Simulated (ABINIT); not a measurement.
# LaAlS3 (Pm-3m): zone-centre phonons, part 5 of 5

Which modes does LaAlS3 (Pm-3m) have at the zone centre?

ABINIT 10.8.3; DFT PBE, scalar-relativistic, plane waves, SPMS norm-conserving pseudopotentials.

So far. Step 6 (Zone-centre response): The acoustic modes at Γ come out as far as 3.7 cm⁻¹ from zero, where they should vanish, a small numerical error. The lowest optical mode is imaginary, 89i cm⁻¹, an instability at this level and on this k mesh. Step 7 (Modes with the sum rule): The rule moves no optical mode by more than 0.2 cm⁻¹. The relaxed cell has a = 4.679 Å (conventional setting).

The structure was built from a prototype and need not be the compound's stable phase.

### Step 10. Linear response at Γ

The zone centre is solved again, so that all wavevectors share one k mesh.

Contents of dfpt_gamma.abi:

```

# common to the responses
getwfk_filepath "gso_WFK"
kptopt 2
nqpt 1
qpt 0.0 0.0 0.0
asr 0
chneut 0

# displacements
rfphon 1
rfatpol 1 5
rfdir 1 1 1
tolvrs 1.0d-10
prtwf 0

# basis, mesh and filling
ecut 30.0
ngkpt 4 4 4
nshiftk 1
shiftk 0.0 0.0 0.0
istwfk *1
occopt 7
tsmear 0.01
nband 24
nstep 100
diemac 1000000.0
prtebands 0
prtgsr 0
useylm 1

# cell and atoms
acell 8.841866717 8.841866717 8.841866717
rprim 
    1.0 0.0 0.0
    0.0 1.0 0.0
    0.0 0.0 1.0
ntypat 3
znucl 57 13 16
natom 5
typat 1 2 3 3 3
xred 
    0.0 0.0 0.0
    0.5 0.5 0.5
    0.5 0.5 0.0
    0.5 0.0 0.5
    0.0 0.5 0.5
pp_dirpath "./pseudo"
pseudos "La.psp8, Al.psp8, S.psp8"
```

Command:

```console
$ OMP_NUM_THREADS=1 mpirun -n 4 abinit dfpt_gamma.abi > dfpt_gamma.log
```

Numbers of over 12 decimals in the logs are rounded to 6 here.

dfpt_gamma.abo, the main output file:

```text
[banners, grids, parts of the stress and lines that vanish by symmetry left out]
- input  file    -> dfpt_gamma.abi
- output file    -> dfpt_gamma.abo
- root for input  files -> dfpt_gammai
- root for output files -> dfpt_gammao

 Symmetries : space group Pm -3 m (#221); Bravais cP (primitive cubic)
================================================================================
 Values of the parameters that define the memory need of the present run (RF).
     intxc =       0      iscf =       7    lmnmax =      32     lnmax =       8
     mgfft =      45  mpssoang =       4    mqgrid =    3001     natom =       5
  nloc_mem =       1    nspden =       1   nspinor =       1    nsppol =       1
      nsym =      48    n1xccc =    2501    ntypat =       3    occopt =       7
   xclevel =       2
-    mband =          24        mffmem =           1         mkmem =           9
-   mkqmem =           9        mk1mem =           9           mpw =        5520
      nfft =       91125          nkpt =          36
- my_mband =          24
================================================================================
================================================================================

--------------------------------------------------------------------------------
------------- Echo of variables that govern the present computation ------------
--------------------------------------------------------------------------------
-
- outvars: echo of selected default values
-   iomode0 =  0 , fftalg0 =312 , wfoptalg0 =  0
-
- outvars: echo of global parameters not present in the input file
-  max_nthreads =    1
-
 -outvars: echo values of preprocessed input variables
 [... echo left out ...]
================================================================================

 chkinp: Checking input parameters for consistency.

[...]
== DATASET  1 ==================================================================
-   mpi_nproc: 4, omp_nthreads: 1 (-1 if OMP is not activated)

--- !DatasetInfo
iteration_state: {dtset: 1, }
dimensions: {natom: 5, nkpt: 36, mband: 24, nsppol: 1, nspinor: 1, nspden: 1, mpw: 5520, }
cutoff_energies: {ecut:  30.0, pawecutdg:  -1.0, }
electrons: {nelect:   3.20000000E+01, charge:   0.00000000E+00, occopt:   7.00000000E+00, tsmear:   1.00000000E-02, }
meta: {optdriver: 1, rfphon: 1, }
...

 mkfilename: getwfk from: gso_WFK

 Exchange-correlation functional for the present dataset will be:
  GGA: Perdew-Burke-Ernzerhof functional - ixc=11
 Citation for XC functional:
  J.P.Perdew, K.Burke, M.Ernzerhof, PRL 77, 3865 (1996)

 Real(R)+Recip(G) space primitive vectors, cartesian coordinates (Bohr,Bohr^-1):
 R(1)=  8.8418667  0.0000000  0.0000000  G(1)=  0.1130983  0.0000000  0.0000000
 R(2)=  0.0000000  8.8418667  0.0000000  G(2)=  0.0000000  0.1130983  0.0000000
 R(3)=  0.0000000  0.0000000  8.8418667  G(3)=  0.0000000  0.0000000  0.1130983
 Unit cell volume ucvol=  6.9124482E+02 bohr^3
 Angles (23,13,12)=  9.00000000E+01  9.00000000E+01  9.00000000E+01 degrees
 setup1 : take into account q-point for computing boxcut.

 getcut: wavevector=  0.0000  0.0000  0.0000  ngfft=  45  45  45
         ecut(hartree)=     30.000   => boxcut(ratio)=   2.01829

--- Pseudopotential description ------------------------------------------------
- pspini: atom type   1  psp file is ./pseudo/La.psp8

- pspini: atom type   2  psp file is ./pseudo/Al.psp8

- pspini: atom type   3  psp file is ./pseudo/S.psp8

   3.14447612E+03                                ecore*ucvol(ha*bohr**3)
--------------------------------------------------------------------------------

 ==>  initialize data related to q vector <==

 The list of irreducible perturbations for this q vector is:
    1)    idir= 1    ipert=   1
    2)    idir= 1    ipert=   2
    3)    idir= 1    ipert=   3
    4)    idir= 3    ipert=   3

[...]
The perturbation idir=   2  ipert=   1 is
 symmetric of a previously calculated perturbation.
 So, its SCF calculation is not needed.

 The perturbation idir=   3  ipert=   1 is
 symmetric of a previously calculated perturbation.
 So, its SCF calculation is not needed.

 The perturbation idir=   2  ipert=   2 is
 symmetric of a previously calculated perturbation.
 So, its SCF calculation is not needed.

 The perturbation idir=   3  ipert=   2 is
 symmetric of a previously calculated perturbation.
 So, its SCF calculation is not needed.

[...]
The perturbation idir=   2  ipert=   5 is
 symmetric of a previously calculated perturbation.
 So, its SCF calculation is not needed.

 The perturbation idir=   3  ipert=   5 is
 symmetric of a previously calculated perturbation.
 So, its SCF calculation is not needed.

--------------------------------------------------------------------------------
 Perturbation wavevector (in red.coord.)   0.000000  0.000000  0.000000
 Perturbation : displacement of atom   1   along direction   1
 Found     8 symmetries that leave the perturbation invariant.

[...]
dfpt_looppert : total number of electrons, from k and k+q
  fully or partially occupied states are    3.200000E+01 and    3.200000E+01.
 Initialisation of the first-order wave-functions :
  ireadwf=   0

--- !BeginCycle
iteration_state: {dtset: 1, }
solver: {iscf: 7, nstep: 100, nline: 4, wfoptalg: 0, }
tolerances: {tolvrs: 1.00E-10, }
...

     iter   2DEtotal(Ha)        deltaE(Ha) residm    vres2
-ETOT  1   1.290006     -1.089E+03 1.793E+01 6.035E+03
 ETOT  2 -0.821772     -2.112E+00 7.625E-01 5.403E+01
 ETOT  3 -0.851060     -2.929E-02 3.203E-01 4.612E+01
 ETOT  4 -0.862329     -1.127E-02 3.449E-01 5.485E-01
 ETOT  5 -0.862665     -3.361E-04 1.202E-01 7.285E-03
[...]
At SCF step   37       vres2   =  2.35E-11 < tolvrs=  1.00E-10 =>converged.
[...]
Mean square residual over all n,k,spin=   49.236E-05; max=  19.417E-02

 Thirteen components of 2nd-order total energy (hartree) are
 1,2,3: 0th-order hamiltonian combined with 1st-order wavefunctions
     kin0=   1.01626993E+03 eigvalue=   1.45269065E+02  local=  -4.41009750E+02
 4,5,6: 1st-order hamiltonian combined with 1st and 0th-order wfs
 loc psp =  -9.70185009E+02  Hartree=   3.91298404E+02     xc=  -8.73806013E+01
 note that "loc psp" includes a xc core correction that could be resolved
 7,8,9: eventually, occupation + non-local contributions
    edocc=   3.31847835E+01     enl0=   3.36167222E+01   enl1=  -1.21231209E+03
 1-9 gives the relaxation energy (to be shifted if some occ is /=2.0)
   erelax=  -1.09124855E+03
 10,11,12 Non-relaxation  contributions : frozen-wavefunctions and Ewald
 fr.local=   3.50759092E+02 fr.nonlo=   6.15686881E+02  Ewald=   1.09435096E+02
 13,14 Frozen wf xc core corrections (1) and (2)
 frxc 1  =  -1.17692704E+02  frxc 2 =   1.32197458E+02
 Resulting in :
 2DEtotal=   -0.8627252817E+00 Ha. Also 2DEtotal=   -0.234759508658E+02 eV
    (2DErelax=   -1.0912485485E+03 Ha. 2DEnonrelax=    1.0903858232E+03 Ha)
    (  non-var. 2DEtotal :   -8.6272574277E-01 Ha)

[...]
Perturbation wavevector (in red.coord.)   0.000000  0.000000  0.000000
 Perturbation : displacement of atom   2   along direction   1
 Found     8 symmetries that leave the perturbation invariant.

[...]
dfpt_looppert : total number of electrons, from k and k+q
  fully or partially occupied states are    3.200000E+01 and    3.200000E+01.
 Initialisation of the first-order wave-functions :
  ireadwf=   0

--- !BeginCycle
iteration_state: {dtset: 1, }
solver: {iscf: 7, nstep: 100, nline: 4, wfoptalg: 0, }
tolerances: {tolvrs: 1.00E-10, }
...

     iter   2DEtotal(Ha)        deltaE(Ha) residm    vres2
-ETOT  1   7.059134     -5.076E+01 2.829E-01 6.183E+03
[...]
At SCF step   24       vres2   =  7.82E-11 < tolvrs=  1.00E-10 =>converged.
[...]
Mean square residual over all n,k,spin=   63.324E-07; max=  24.684E-04

 Thirteen components of 2nd-order total energy (hartree) are
 1,2,3: 0th-order hamiltonian combined with 1st-order wavefunctions
     kin0=   5.02412849E+01 eigvalue=  -1.06726606E+00  local=  -2.00935452E+01
 4,5,6: 1st-order hamiltonian combined with 1st and 0th-order wfs
 loc psp =  -4.46408828E+01  Hartree=   1.35979166E+01     xc=  -3.41502473E+00
 note that "loc psp" includes a xc core correction that could be resolved
 7,8,9: eventually, occupation + non-local contributions
    edocc=   3.88282167E-01     enl0=   1.30976023E+01   enl1=  -6.08576177E+01
 1-9 gives the relaxation energy (to be shifted if some occ is /=2.0)
   erelax=  -5.27492505E+01
 10,11,12 Non-relaxation  contributions : frozen-wavefunctions and Ewald
 fr.local=  -2.35122347E+01 fr.nonlo=   4.23822207E+01  Ewald=   4.12158156E+01
 13,14 Frozen wf xc core corrections (1) and (2)
 frxc 1  =  -7.68833151E+00  frxc 2 =   5.42104713E+00
 Resulting in :
 2DEtotal=    0.5069266704E+01 Ha. Also 2DEtotal=    0.137941774268E+03 eV
    (2DErelax=   -5.2749250475E+01 Ha. 2DEnonrelax=    5.7818517179E+01 Ha)
    (  non-var. 2DEtotal :    5.0692669564E+00 Ha)

[...]
Perturbation wavevector (in red.coord.)   0.000000  0.000000  0.000000
 Perturbation : displacement of atom   3   along direction   1
 Found     4 symmetries that leave the perturbation invariant.

[...]
dfpt_looppert : total number of electrons, from k and k+q
  fully or partially occupied states are    3.200000E+01 and    3.200000E+01.
 Initialisation of the first-order wave-functions :
  ireadwf=   0

--- !BeginCycle
iteration_state: {dtset: 1, }
solver: {iscf: 7, nstep: 100, nline: 4, wfoptalg: 0, }
tolerances: {tolvrs: 1.00E-10, }
...

     iter   2DEtotal(Ha)        deltaE(Ha) residm    vres2
-ETOT  1   1.654217     -5.114E+02 1.655E+00 4.743E+03
[...]
At SCF step   31       vres2   =  6.07E-11 < tolvrs=  1.00E-10 =>converged.
[...]
Mean square residual over all n,k,spin=   16.962E-05; max=  10.043E-02

 Thirteen components of 2nd-order total energy (hartree) are
 1,2,3: 0th-order hamiltonian combined with 1st-order wavefunctions
     kin0=   5.31003286E+02 eigvalue=  -2.14602621E+01  local=  -3.86939018E+02
 4,5,6: 1st-order hamiltonian combined with 1st and 0th-order wfs
 loc psp =  -3.63903204E+02  Hartree=   1.63830662E+02     xc=  -4.75396141E+01
 note that "loc psp" includes a xc core correction that could be resolved
 7,8,9: eventually, occupation + non-local contributions
    edocc=   6.02466487E+00     enl0=   2.68314994E+02   enl1=  -6.62566219E+02
 1-9 gives the relaxation energy (to be shifted if some occ is /=2.0)
   erelax=  -5.13234711E+02
 10,11,12 Non-relaxation  contributions : frozen-wavefunctions and Ewald
 fr.local=   1.34963607E+02 fr.nonlo=   3.35137440E+02  Ewald=   5.79887586E+01
 13,14 Frozen wf xc core corrections (1) and (2)
 frxc 1  =  -6.79335232E+01  frxc 2 =   5.29097280E+01
 Resulting in :
 2DEtotal=   -0.1687012309E+00 Ha. Also 2DEtotal=   -0.459059435477E+01 eV
    (2DErelax=   -5.1323471109E+02 Ha. 2DEnonrelax=    5.1306600986E+02 Ha)
    (  non-var. 2DEtotal :   -1.6870190000E-01 Ha)

[...]
Perturbation wavevector (in red.coord.)   0.000000  0.000000  0.000000
 Perturbation : displacement of atom   3   along direction   3
 Found     8 symmetries that leave the perturbation invariant.

--------------------------------------------------------------------------------

--------------------------------------------------------------------------------

 dfpt_looppert : total number of electrons, from k and k+q
  fully or partially occupied states are    3.200000E+01 and    3.200000E+01.
 Initialisation of the first-order wave-functions :
  ireadwf=   0

--- !BeginCycle
iteration_state: {dtset: 1, }
solver: {iscf: 7, nstep: 100, nline: 4, wfoptalg: 0, }
tolerances: {tolvrs: 1.00E-10, }
...

     iter   2DEtotal(Ha)        deltaE(Ha) residm    vres2
-ETOT  1   14.418217911674     -5.197E+02 1.728E+00 1.190E+04
[...]
ETOT 31   10.009945637049     -1.228E-11 4.342E-02 5.342E-10
 ETOT 32   10.009945637031     -1.717E-11 8.226E-02 4.705E-11

 At SCF step   32       vres2   =  4.71E-11 < tolvrs=  1.00E-10 =>converged.
[...]
Mean square residual over all n,k,spin=   20.792E-05; max=  82.263E-03

 Thirteen components of 2nd-order total energy (hartree) are
 1,2,3: 0th-order hamiltonian combined with 1st-order wavefunctions
     kin0=   5.36294185E+02 eigvalue=  -1.79795980E+01  local=  -4.14803055E+02
 4,5,6: 1st-order hamiltonian combined with 1st and 0th-order wfs
 loc psp =  -3.79362717E+02  Hartree=   1.75336364E+02     xc=  -4.67533570E+01
 note that "loc psp" includes a xc core correction that could be resolved
 7,8,9: eventually, occupation + non-local contributions
    edocc=   8.23732616E+00     enl0=   2.83759940E+02   enl1=  -6.68820895E+02
 1-9 gives the relaxation energy (to be shifted if some occ is /=2.0)
   erelax=  -5.24091806E+02
 10,11,12 Non-relaxation  contributions : frozen-wavefunctions and Ewald
 fr.local=   9.66930847E+01 fr.nonlo=   3.47150048E+02  Ewald=   1.05735146E+02
 13,14 Frozen wf xc core corrections (1) and (2)
 frxc 1  =  -6.77210664E+01  frxc 2 =   5.22445397E+01
 Resulting in :
 2DEtotal=    0.1000994564E+02 Ha. Also 2DEtotal=    0.272384497031E+03 eV
    (2DErelax=   -5.2409180639E+02 Ha. 2DEnonrelax=    5.3410175203E+02 Ha)
    (  non-var. 2DEtotal :    1.0009946387E+01 Ha)

[...]
---- first-order wavefunction calculations are completed ----

 ==> Compute Derivative Database <==

 [... matrices left out ...]
  Phonon wavevector (reduced coordinates) :  0.00000  0.00000  0.00000
 Phonon energies in Hartree :
  -3.964402E-04 -3.964402E-04 -3.964402E-04 -3.826000E-04 -3.826000E-04
  -3.826000E-04 -3.583466E-05 -3.583466E-05 -3.583466E-05  5.272201E-04
   5.272201E-04  5.272201E-04  1.848860E-03  1.848860E-03  1.848860E-03
 Phonon frequencies in cm-1    :
- -8.700857E+01 -8.700857E+01 -8.700857E+01 -8.397099E+01 -8.397099E+01
- -8.397099E+01 -7.864799E+00 -7.864799E+00 -7.864799E+00  1.157114E+02
-  1.157114E+02  1.157114E+02  4.057778E+02  4.057778E+02  4.057778E+02

== END DATASET(S) ==============================================================
================================================================================

 -outvars: echo values of variables after computation
            acell      8.8418667170E+00  8.8418667170E+00  8.8418667170E+00 Bohr
           etotal      1.0009945637E+01
            fcart      0.0000000000E+00  0.0000000000E+00  0.0000000000E+00
           strten      0.0000000000E+00  0.0000000000E+00  0.0000000000E+00
================================================================================
```

Elapsed: 7.3 min, on 4 MPI ranks of Intel Xeon at 2.70GHz, shared host.

This step gave:

- largest acoustic frequency at the zone centre before the sum rule: -7.86 cm⁻¹
- highest optical zone-centre mode (no LO-TO term): 405.8 cm⁻¹
- lowest optical zone-centre mode: -87.01 cm⁻¹

The acoustic modes at Γ come out as far as 7.9 cm⁻¹ from zero, where they should vanish, a small numerical error. The lowest optical mode is imaginary, 87i cm⁻¹, an instability at this level and on this k mesh.

### Step 11. What came out

```yaml
space_group_after_relaxation: Pm-3m
volume_per_atom: 20.5 Å³
highest_optical_zone_centre_mode_no_lo_to_term: 402.0 cm⁻¹
lowest_optical_zone_centre_mode: -89 cm⁻¹
imaginary_optical_modes_at_the_zone_centre_no_q_mesh_in_this_session: yes
```

**Reading.** At the PBE level the optical modes of LaAlS3 (Pm-3m) at the zone centre run from 89i to 402 cm⁻¹, so the structure is a saddle point, with 6 modes beyond 10i cm⁻¹ there. These are harmonic frequencies at zero temperature: anharmonic shifts and linewidths and thermal expansion are left out. Spin-orbit coupling is left out, which can matter for the heavy elements here. In a metal the frequencies hang on the k mesh and the smearing, most of all near Kohn anomalies. A run on a mesh of wavevectors was begun and cut off at its time limit; it is not shown, and nothing is said of wavevectors that it left out. The structure is a hypothetical one, built on a prototype.

[Host names and launcher messages were left out of these logs when they were recorded.]

[Logs are printed without paths, hosts, clocks, repeated set-up lines and the standing remarks that a program may print on its own settings, such as how far it seeks lower states.]

[Hosts, paths, dates, database ids (printed as entryN), source tags and the programs' standing remarks are cut or masked in the printed files.]
